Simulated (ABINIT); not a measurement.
## Bi2SO2 (Pnnm): a self-consistent loop beyond G0W0, cycle by cycle

How far does self-consistency move the gap of Bi2SO2 (Pnnm)?

Method: PBEsol and many-body steps on it, plane waves, in ABINIT 10.8.3.

### Step 1. The starting structure

It takes space group Pnnm (No. 58, orthorhombic). The conventional cell has a = 3.877 Å, b = 11.964 Å, c = 3.843 Å, α = 90.00°, β = 90.00°, γ = 90.00°. Bi has 4 O at 2.24 to 2.38 Å and 2 S at 3.05 Å nearest. Nearest to S lie 4 Bi at 3.05 Å. Nearest to O lie 4 Bi at 2.24 to 2.38 Å. Farther neighbours and most contacts between anions are not listed.

The cell and positions are those that the Materials Project relaxed with its own functionals (PBE, PBE+U or r2SCAN), kept fixed. Spin-orbit coupling is left out unless a step names it.

### Step 2. Empty states on the mesh, 4×1×4 mesh, 176 bands

This step: ABINIT 10.8.3; DFT, PBEsol, plane waves, norm-conserving pseudopotentials.

The sums over transitions need many empty states on a uniform mesh; this step solves for them.

run.abi reads:

```
acell 3*1.0 Angstrom
rprim 
  3.877295950000 0.000000000000 0.000000000000
  0.000000000000 11.963688440000 0.000000000000
  0.000000000000 0.000000000000 3.842602890000
ntypat 3
znucl 83 16 8
natom 10
typat 1 1 1 1 2 2 3 3 3 3
xred 
  0.419337400000 0.856120830000 0.500000000000
  0.580662600000 0.143879170000 0.500000000000
  0.919337400000 0.643879170000 0.000000000000
  0.080662600000 0.356120830000 0.000000000000
  0.000000000000 0.000000000000 0.000000000000
  0.500000000000 0.500000000000 0.500000000000
  0.440997250000 0.749108530000 0.000000000000
  0.559002750000 0.250891470000 0.000000000000
  0.940997250000 0.750891470000 0.500000000000
  0.059002750000 0.249108530000 0.500000000000
pp_dirpath "pseudos"
pseudos "Bi.upf, S.upf, O.upf"
ecut 42
ngkpt 4 1 4
nshiftk 1
shiftk 0 0 0
kptopt 1
chksymbreak 0
iscf -2
irdden 1
istwfk *1
nband 176
nbdbuf 16
tolwfr 1e-09
nstep 60
prtvol 0
indata_prefix "in"
outdata_prefix "out"
tmpdata_prefix "tmp"
```

The run is started by

```
OMP_NUM_THREADS=1 mpirun -n 4 abinit run.abi > log
```

Numbers of over 12 decimals in the logs are rounded to 6 here.

Log:

```text
.Version 10.8.3 of ABINIT. v10.8.2 released Aug 2026.

 Symmetries : space group Pn n m (# 58); Bravais oP (primitive ortho.)
[... echo of the input left out ...]
== DATASET  1 ==================================================================
-   mpi_nproc: 4, omp_nthreads: 1 (-1 if OMP is not activated)

--- !DatasetInfo
iteration_state: {dtset: 1, }
dimensions: {natom: 10, nkpt: 9, mband: 176, nsppol: 1, nspinor: 1, nspden: 1, mpw: 15678, }
cutoff_energies: {ecut:  42.0, pawecutdg:  -1.0, }
[...]
1.43887    1.46671    1.47038    1.48173    1.50294    1.50983    1.52928    1.54360
   1.55792    1.56058    1.56798    1.57173    1.57805    1.58878    1.59308    1.60564
 prteigrs : prtvol=0 or 1, do not print more k-points.

== END DATASET(S) ==============================================================
================================================================================

 -outvars: echo values of variables after computation  --------
            nband         176
             nkpt           9
          spgroup          58
 [... the other variables as echoed above ...]

 Calculation completed.
```

Elapsed: 7.9 min, on 4 MPI ranks of Arm Neoverse V1, shared host; peak memory 0.77 GiB; 32 min of CPU time.

This step gave:

```
gap                                                           : 0.7826 eV
k of the valence top                                          : 0.5, 0, 0
k of the conduction bottom                                    : 0, 0, 0
least direct gap                                              : 1.122 eV
k points computed                                             : 9
lowest point of the top converged band, above the valence top : 30.06 eV
```

On this mesh the gap is 0.783 eV.

The density comes from a self-consistent run that is not shown.

### Step 3. Screening, 4×1×4 mesh, 160 bands, screening to 89.8 eV

The RPA dielectric matrix is built and inverted for each q.

This step: RPA screening on PBEsol, plane waves, norm-conserving pseudopotentials.

Changes to run.abi since step 2:

```diff
@@ -28,10 +28,11 @@
 chksymbreak 0
-iscf -2
-irdden 1
 istwfk *1
-nband 176
-nbdbuf 16
-tolwfr 1e-09
-nstep 60
-prtvol 0
+occopt 1
+irdwfk 1
+optdriver 3
+nband 160
+ecuteps 3.3
+inclvkb 2
+awtr 1
+symchi 1
 indata_prefix "in"
```

Log:

```text
.Version 10.8.3 of ABINIT. v10.8.2 released Aug 2026.

 Symmetries : space group Pn n m (# 58); Bravais oP (primitive ortho.)
[... echo of the input left out ...]
== DATASET  1 ==================================================================
-   mpi_nproc: 4, omp_nthreads: 1 (-1 if OMP is not activated)

--- !DatasetInfo
iteration_state: {dtset: 1, }
dimensions: {natom: 10, nkpt: 9, mband: 160, nsppol: 1, nspinor: 1, nspden: 1, mpw: 15678, }
cutoff_energies: {ecut:  42.0, pawecutdg:  -1.0, }
electrons: {nelect:   1.28000000E+02, charge:   0.00000000E+00, occopt:   1.00000000E+00, tsmear:   1.00000000E-02, }

 SCREENING: Calculation of the susceptibility and dielectric matrices

 Based on a program developped by R.W. Godby, V. Olevano, G. Onida, and L. Reining.
 Incorporated in ABINIT by V. Olevano, G.-M. Rignanese, and M. Torrent.
.Using double precision arithmetic ; gwpc =  8

[... cell and pseudopotentials left out ...]
--------------------------------------------------------------------------------

 ==== K-mesh for the wavefunctions ====
 Number of points in the irreducible wedge :     9
[... list of points left out ...]
 Together with  8 symmetry operations and time-reversal symmetry
 yields    16 points in the full Brillouin Zone.

 ==== Q-mesh for the screening function ====
 Number of points in the irreducible wedge :     9
[... list of points left out ...]
 Together with  8 symmetry operations and time-reversal symmetry
 yields    16 points in the full Brillouin Zone.

 setmesh: FFT mesh size selected  =    30x   90x   30
          total number of points  =        81000

 vcoul_init : cutoff-mode = AUXILIARY_FUNCTION
 q-points for optical limit:   1
     1)      0.000010    0.000020    0.000030

- screening: taking advantage of time-reversal symmetry
- Maximum band index for partially occupied states nbvw = 64
- Remaining bands to be divided among processors   nbcw = 96
- Number of bands treated by each node ~24

 Number of electrons calculated from density =  128.0000; Expected =  128.0000
 average of density, n =  0.106413
 r_s =    1.3091
 omega_plasma =   31.4668 [eV]

 calculating chi0 at frequencies [eV] :
  1    0.000000E+00    0.000000E+00
  2    0.000000E+00    3.146679E+01

--------------------------------------------------------------------------------
  q-point number  1        q = ( 0.000000, 0.000000, 0.000000) [r.l.u.]
--------------------------------------------------------------------------------
[... chi0 elements left out ...]
 For q-point:  0.000010 0.000020 0.000030
  dielectric constant =  15.6708
  dielectric constant without local fields =  16.8672

  Average fulfillment of the sum rule on Im[epsilon] for q-point    1 :     48.73  [%]
[... wings left out ...]
  q-point number  2        q = ( 0.250000, 0.000000, 0.000000) [r.l.u.]
--------------------------------------------------------------------------------
[... chi0 elements left out ...]
  Average fulfillment of the sum rule on Im[epsilon] for q-point    2 :     51.41  [%]

 [... 7 further q-points ...]
```

It took 8.8 min on 4 MPI ranks; peak memory 5.6 GiB; 35 min of CPU time.

Numbers from this step:

```yaml
eps_infinity_with_local_fields_on_this_mesh_along_the_program_s_q_direction: 15.67
the_same_without_local_fields: 16.87
plasma_frequency: 31.47 eV
plane_waves_in_the_screening_matrix: 331
```

Local fields lower ε∞ by 7 %. On a Γ-centred mesh this coarse the value itself is usually too large, while a short band sum pulls it down.

### Step 4. G0W0

The self-energy is evaluated for the states that the input lists, and the levels follow from it, in one-shot runs by the linearised quasiparticle equation.

This step: G0W0 on PBEsol, plane waves, norm-conserving pseudopotentials.

Changes to run.abi since step 3:

```diff
@@ -31,8 +31,17 @@
 irdwfk 1
-optdriver 3
+optdriver 4
 nband 160
+gwcalctyp 0
+ecutsigx 42
+symsigma 1
+nkptgw 2
+kptgw 
+  0.5000000000 0.0000000000 0.0000000000
+  0.0000000000 0.0000000000 0.0000000000
+bdgw 
+  63 66
+  63 66
 ecuteps 3.3
-inclvkb 2
-awtr 1
-symchi 1
+irdscr 1
+ppmodel 1
 indata_prefix "in"
```

Log:

```text
.Version 10.8.3 of ABINIT. v10.8.2 released Aug 2026.

 Symmetries : space group Pn n m (# 58); Bravais oP (primitive ortho.)
[... echo of the input left out ...]
== DATASET  1 ==================================================================
-   mpi_nproc: 4, omp_nthreads: 1 (-1 if OMP is not activated)

--- !DatasetInfo
iteration_state: {dtset: 1, }
dimensions: {natom: 10, nkpt: 9, mband: 160, nsppol: 1, nspinor: 1, nspden: 1, mpw: 15678, }
cutoff_energies: {ecut:  42.0, pawecutdg:  -1.0, }
electrons: {nelect:   1.28000000E+02, charge:   0.00000000E+00, occopt:   1.00000000E+00, tsmear:   1.00000000E-02, }

 SIGMA: Calculation of the GW corrections

 Based on a program developped by R.W. Godby, V. Olevano, G. Onida, and L. Reining.
 Incorporated in ABINIT by V. Olevano, G.-M. Rignanese, and M. Torrent.
.Using double precision arithmetic ; gwpc =  8

[... cell and pseudopotentials left out ...]
--------------------------------------------------------------------------------

 ==== K-mesh for the wavefunctions ====
 Number of points in the irreducible wedge :     9
[... list of points left out ...]
 Together with  8 symmetry operations and time-reversal symmetry
 yields    16 points in the full Brillouin Zone.

 ==== Q-mesh for screening function ====
 Number of points in the irreducible wedge :     9
[... list of points left out ...]
 Together with  8 symmetry operations and time-reversal symmetry
 yields    16 points in the full Brillouin Zone.

 vcoul_init : cutoff-mode = AUXILIARY_FUNCTION
 q-points for optical limit:   1
     1)      0.000010    0.000020    0.000030
 setmesh: FFT mesh size selected  =    50x  144x   48
          total number of points  =       345600

 Number of electrons calculated from density =  128.0000; Expected =  128.0000
 average of density, n =  0.106413
 r_s =    1.3091
 omega_plasma =   31.4668 [eV]

 === KS Band Gaps ===
  >>>> For spin  1
   Minimum direct gap =   1.1220 [eV], located at k-point      :   0.0000  0.0000  0.0000
   Fundamental gap    =   0.7828 [eV], Top of valence bands at :   0.5000  0.0000  0.0000
                                       Bottom of conduction at :   0.0000  0.0000  0.0000
 SIGMA fundamental parameters:
 PLASMON POLE MODEL  1
 number of plane-waves for SigmaX                15633
 number of plane-waves for SigmaC and W            331
 number of plane-waves for wavefunctions         15633
 number of bands                                   160
 number of independent spin polarizations            1
 number of spinorial components                      1
 number of k-points in IBZ                           9
 number of q-points in IBZ                           9
 number of symmetry operations                       8
 number of k-points in BZ                           16
 number of q-points in BZ                           16
 number of frequencies for dSigma/dE                 9
 frequency step for dSigma/dE [eV]                0.25
 number of omega for Sigma on real axis              0
 max omega for Sigma on real axis  [eV]           0.00
 zcut for avoiding poles [eV]                     0.10

 EPSILON^-1 parameters (SCR file):
 dimension of the eps^-1 matrix on file            331
 dimension of the eps^-1 matrix used               331
 number of plane-waves for wavefunctions         15633
 number of bands                                   160
 number of q-points in IBZ                           9
 number of frequencies                               2
 number of real frequencies                          1
 number of imag frequencies                          1

 matrix elements of self-energy operator (all in [eV])

 Perturbative Calculation

--- !SelfEnergy_ee
iteration_state: {dtset: 1, }
kpoint     : [   0.500,    0.000,    0.000, ]
spin       : 1
KS_gap     :    2.805
QP_gap     :    3.431
Delta_QP_KS:    0.627
data: !SigmaeeData |
     Band     E0 <VxcDFT>   SigX SigC(E0)      Z dSigC/dE  Sig(E)    E-E0       E
       63   7.932 -15.599 -17.981   2.728   0.788  -0.269 -15.327   0.272   8.204
       64   7.932 -15.599 -17.981   2.728   0.788  -0.269 -15.327   0.272   8.204
       65  10.737 -13.907 -10.101  -2.695   0.809  -0.236 -13.008   0.899  11.636
       66  10.737 -13.906 -10.101  -2.695   0.809  -0.236 -13.008   0.899  11.636

--- !SelfEnergy_ee
iteration_state: {dtset: 1, }
kpoint     : [   0.000,    0.000,    0.000, ]
spin       : 1
KS_gap     :    1.122
QP_gap     :    1.923
Delta_QP_KS:    0.801
data: !SigmaeeData |
     Band     E0 <VxcDFT>   SigX SigC(E0)      Z dSigC/dE  Sig(E)    E-E0       E
       63   7.524 -13.497 -16.581   3.012   0.782  -0.278 -13.553  -0.057   7.467
       64   7.593 -13.019 -15.619   2.545   0.791  -0.264 -13.062  -0.043   7.549
       65   8.715 -12.734  -9.072  -2.741   0.823  -0.215 -11.976   0.758   9.473
       66   9.391 -13.083  -9.166  -2.748   0.821  -0.218 -12.123   0.960  10.351

== END DATASET(S) ==============================================================
================================================================================

 -outvars: echo values of variables after computation  --------
           etotal      0.0000000000E+00
            nband         160
             nkpt           9
          spgroup          58
 [... the other variables as echoed above ...]

 Calculation completed.
```

Wall time 31 s (4 MPI ranks); peak memory 4.4 GiB.

This step gave:

```
G0W0 gap on the points computed              : 1.269 eV
starting gap on the mesh                     : 0.7826 eV
k of the valence top                         : 0.5, 0, 0
k of the conduction bottom                   : 0, 0, 0
Z at the valence top                         : 0.788
Z at the conduction bottom                   : 0.823
least direct G0W0 gap on the computed points : 1.924 eV
```

The gap on the mesh goes from 0.78 eV to 1.27 eV, a correction of +0.49 eV.

### Step 5. evGW0, cycle 1

This step: evGW0 on PBEsol, plane waves, norm-conserving pseudopotentials.

Changes to run.abi since step 4:

```diff
@@ -33,12 +33,26 @@
 nband 160
-gwcalctyp 0
+gwcalctyp 10
 ecutsigx 42
 symsigma 1
-nkptgw 2
+nkptgw 9
 kptgw 
+  0.0000000000 0.0000000000 0.0000000000
+  0.2500000000 0.0000000000 0.0000000000
   0.5000000000 0.0000000000 0.0000000000
-  0.0000000000 0.0000000000 0.0000000000
+  0.0000000000 0.0000000000 0.2500000000
+  0.2500000000 0.0000000000 0.2500000000
+  0.5000000000 0.0000000000 0.2500000000
+  0.0000000000 0.0000000000 0.5000000000
+  0.2500000000 0.0000000000 0.5000000000
+  0.5000000000 0.0000000000 0.5000000000
 bdgw 
-  63 66
-  63 66
+  41 76
+  41 76
+  41 76
+  41 76
+  41 76
+  41 76
+  41 76
+  41 76
+  41 76
 ecuteps 3.3
```

Log:

```text
.Version 10.8.3 of ABINIT. v10.8.2 released Aug 2026.

 Symmetries : space group Pn n m (# 58); Bravais oP (primitive ortho.)
[... echo of the input left out ...]
== DATASET  1 ==================================================================
-   mpi_nproc: 4, omp_nthreads: 1 (-1 if OMP is not activated)

--- !DatasetInfo
iteration_state: {dtset: 1, }
dimensions: {natom: 10, nkpt: 9, mband: 160, nsppol: 1, nspinor: 1, nspden: 1, mpw: 15678, }
cutoff_energies: {ecut:  42.0, pawecutdg:  -1.0, }
electrons: {nelect:   1.28000000E+02, charge:   0.00000000E+00, occopt:   1.00000000E+00, tsmear:   1.00000000E-02, }

 SIGMA: Calculation of the GW corrections

 Based on a program developped by R.W. Godby, V. Olevano, G. Onida, and L. Reining.
 Incorporated in ABINIT by V. Olevano, G.-M. Rignanese, and M. Torrent.
.Using double precision arithmetic ; gwpc =  8

[... cell and pseudopotentials left out ...]
--------------------------------------------------------------------------------

 ==== K-mesh for the wavefunctions ====
 Number of points in the irreducible wedge :     9
[... list of points left out ...]
 Together with  8 symmetry operations and time-reversal symmetry
 yields    16 points in the full Brillouin Zone.

 ==== Q-mesh for screening function ====
 Number of points in the irreducible wedge :     9
[... list of points left out ...]
 Together with  8 symmetry operations and time-reversal symmetry
 yields    16 points in the full Brillouin Zone.

 vcoul_init : cutoff-mode = AUXILIARY_FUNCTION
 q-points for optical limit:   1
     1)      0.000010    0.000020    0.000030
 setmesh: FFT mesh size selected  =    50x  144x   48
          total number of points  =       345600

 Number of electrons calculated from density =  128.0000; Expected =  128.0000
[...]
spin       : 1
KS_gap     :    3.904
QP_gap     :    4.895
Delta_QP_KS:    0.991
data: !SigmaeeData |
     Band     E_DFT   <VxcDFT>   E(N-1)  <Hhartree>   SigX  SigC[E(N-1)]    Z     dSigC/dE  Sig[E(N)]  DeltaE  E(N)_pert E(N)_diago
[...]
--- !SelfEnergy_ee
iteration_state: {dtset: 1, }
kpoint     : [   0.500,    0.000,    0.500, ]
spin       : 1
KS_gap     :    2.050
QP_gap     :    2.915
Delta_QP_KS:    0.865
data: !SigmaeeData |
     Band     E_DFT   <VxcDFT>   E(N-1)  <Hhartree>   SigX  SigC[E(N-1)]    Z     dSigC/dE  Sig[E(N)]  DeltaE  E(N)_pert E(N)_diago
[...]
75    15.153   -16.261    15.153    31.415   -10.308    -3.973     0.786    -0.272   -14.705     1.556    16.710    17.134
       76    15.153   -16.261    15.153    31.415   -10.308    -3.973     0.786    -0.272   -14.705     1.556    16.710    17.134

 New Fermi energy :        3.291563E-01 Ha ,    8.956800E+00 eV

 === QP Band Gaps ===
  >>>> For spin  1
   Minimum direct gap =   2.0978 [eV], located at k-point      :   0.0000  0.0000  0.0000
   Fundamental gap    =   1.3581 [eV], Top of valence bands at :   0.5000  0.0000  0.0000
                                       Bottom of conduction at :   0.0000  0.0000  0.0000

 writing QP data on file : out_QPS

 Convergence of QP corrections
 >>>>> For spin  1 <<<<<
.  kptgw no:  1; Maximum DeltaE = (   0.000   0.000) for band index: 34
.  kptgw no:  2; Maximum DeltaE = (   1.097   0.000) for band index: 36
.  kptgw no:  3; Maximum DeltaE = (   0.949   0.000) for band index: 31
[...]
.  kptgw no:  8; Maximum DeltaE = (   1.175  -0.001) for band index: 35
.  kptgw no:  9; Maximum DeltaE = (   1.059  -0.000) for band index: 36

== END DATASET(S) ==============================================================
================================================================================

 -outvars: echo values of variables after computation  --------
           etotal      0.0000000000E+00
            nband         160
             nkpt           9
          spgroup          58
 [... the other variables as echoed above ...]

 Calculation completed.
```

The job ended after 20 min (4 MPI ranks; peak memory 11 GiB).

This step gave:

| Quantity | Value |
| --- | --- |
| quasiparticle gap on the mesh | 1.358 eV |
| gap of the density functional on the mesh | 0.7826 eV |
| k of the valence top | 0.5, 0, 0 |
| k of the conduction bottom | 0, 0, 0 |
| Z at the valence top | 0.788 |
| Z at the conduction bottom | 0.823 |
| least direct quasiparticle gap on the computed points | 2.098 eV |

Against G0W0 in ABINIT (4×1×4 mesh, 160 bands, screening to 89.8 eV, Godby-Needs plasmon pole), the gap moves by +0.089 eV. This first cycle still uses the starting levels; it takes the full correction, at all points of the mesh, and its linearised value is 1.269 eV.

### Step 6. evGW0, cycle 2

The corrected levels of the last cycle go back in.

Changes to run.abi since step 5:

```diff
@@ -60,2 +60,3 @@
 ppmodel 1
+irdqps 1
 indata_prefix "in"
```

Log:

```text
.Version 10.8.3 of ABINIT. v10.8.2 released Aug 2026.

 Symmetries : space group Pn n m (# 58); Bravais oP (primitive ortho.)
[... echo of the input left out ...]
== DATASET  1 ==================================================================
-   mpi_nproc: 4, omp_nthreads: 1 (-1 if OMP is not activated)

--- !DatasetInfo
iteration_state: {dtset: 1, }
dimensions: {natom: 10, nkpt: 9, mband: 160, nsppol: 1, nspinor: 1, nspden: 1, mpw: 15678, }
cutoff_energies: {ecut:  42.0, pawecutdg:  -1.0, }
[...]
.  kptgw no:  3; Maximum DeltaE = (  -0.076   0.000) for band index: 31
[...]
.  kptgw no:  8; Maximum DeltaE = (  -0.101  -0.000) for band index: 36
.  kptgw no:  9; Maximum DeltaE = (  -0.089   0.000) for band index: 35

== END DATASET(S) ==============================================================
================================================================================

 -outvars: echo values of variables after computation  --------
           etotal      0.0000000000E+00
            nband         160
             nkpt           9
          spgroup          58
 [... the other variables as echoed above ...]

 Calculation completed.
```

Elapsed: 19 min, on 4 MPI ranks; peak memory 11 GiB; 78 min of CPU time.

Numbers from this step:

* quasiparticle gap on the mesh: 1.318 eV
* gap of the density functional on the mesh: 0.7826 eV
* k of the valence top: 0.5, 0, 0
* k of the conduction bottom: 0, 0, 0
* least direct quasiparticle gap on the computed points: 2.004 eV

Against the cycle before, the gap moves by −0.040 eV.

(Continued in part 2 of 2.)

[Paths, hosts, dates, memory and timing lines, banners, echoed tables and standing remarks are left out of the program output.]

[Logs are printed without paths, hosts, clocks, repeated set-up lines and the standing remarks that a program may print on its own settings, such as how far it seeks lower states.]

[Runs of the session that timed out or met a known fault of the program may be left out.]

[Hosts, paths, dates, database ids (printed as entryN), source tags and the programs' standing remarks are cut or masked in the printed files.]

[G0W0 gaps are taken among the corrected bands and points alone; a level outside them can change the order at an edge.]

[Where Ansatz stands beside ABINIT at settings called matched, ABINIT's density can come from a denser mesh and the files from another edition; pairs whose starting gaps differed by over 0.03 eV were left out, so agreement reads better than it is.]
